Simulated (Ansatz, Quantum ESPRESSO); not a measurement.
# 1T-ZrSe2, 2 layers, AA stacking: the upper vacuum line at the top atoms, over the zero at a withheld member of a series

How the rows were computed: Quantum ESPRESSO 7.5, PBE, GBRV ultrasoft. Cell and atoms are relaxed without a field with a D3(BJ) correction and then held. Sawtooth field with dipole correction, 17 Å of vacuum in the starting cell, Fermi-Dirac smearing of 0.002 Ry; bands along a path at each field. The series steps the field along the normal.

```tsv
field along the normal	upper vacuum line at the top atoms, over the zero (eV)
0 V/Å	5.485
0.05 V/Å	5.447
0.1 V/Å	5.403
0.2 V/Å	5.311
0.4 V/Å	5.117
```

To predict: What is the upper vacuum line at the top atoms, over the zero at 0.3 V/Å?

**Worked estimate.** The rows at 0.2 V/Å and 0.4 V/Å give a slope of (5.117 − (5.311))/(0.4 − (0.2)) = −0.97, so a straight line gives 5.214 eV. A parabola through these and the row at 0.1 V/Å gives 5.216 eV.

What the calculation gave: 5.215 eV. The line misses by −0.001 and the parabola by +0.001 eV. Both misses are under 5 % of the step from the nearer row.

**Limits.** Ions are held; semilocal gaps are too small; in strong fields empty levels can belong to the vacuum; one stacking. Members without a usable value, or on the other side of zero field or charge, are not listed.

[Logs are printed without paths, hosts, clocks, repeated set-up lines and the standing remarks that a program may print on its own settings, such as how far it seeks lower states.]
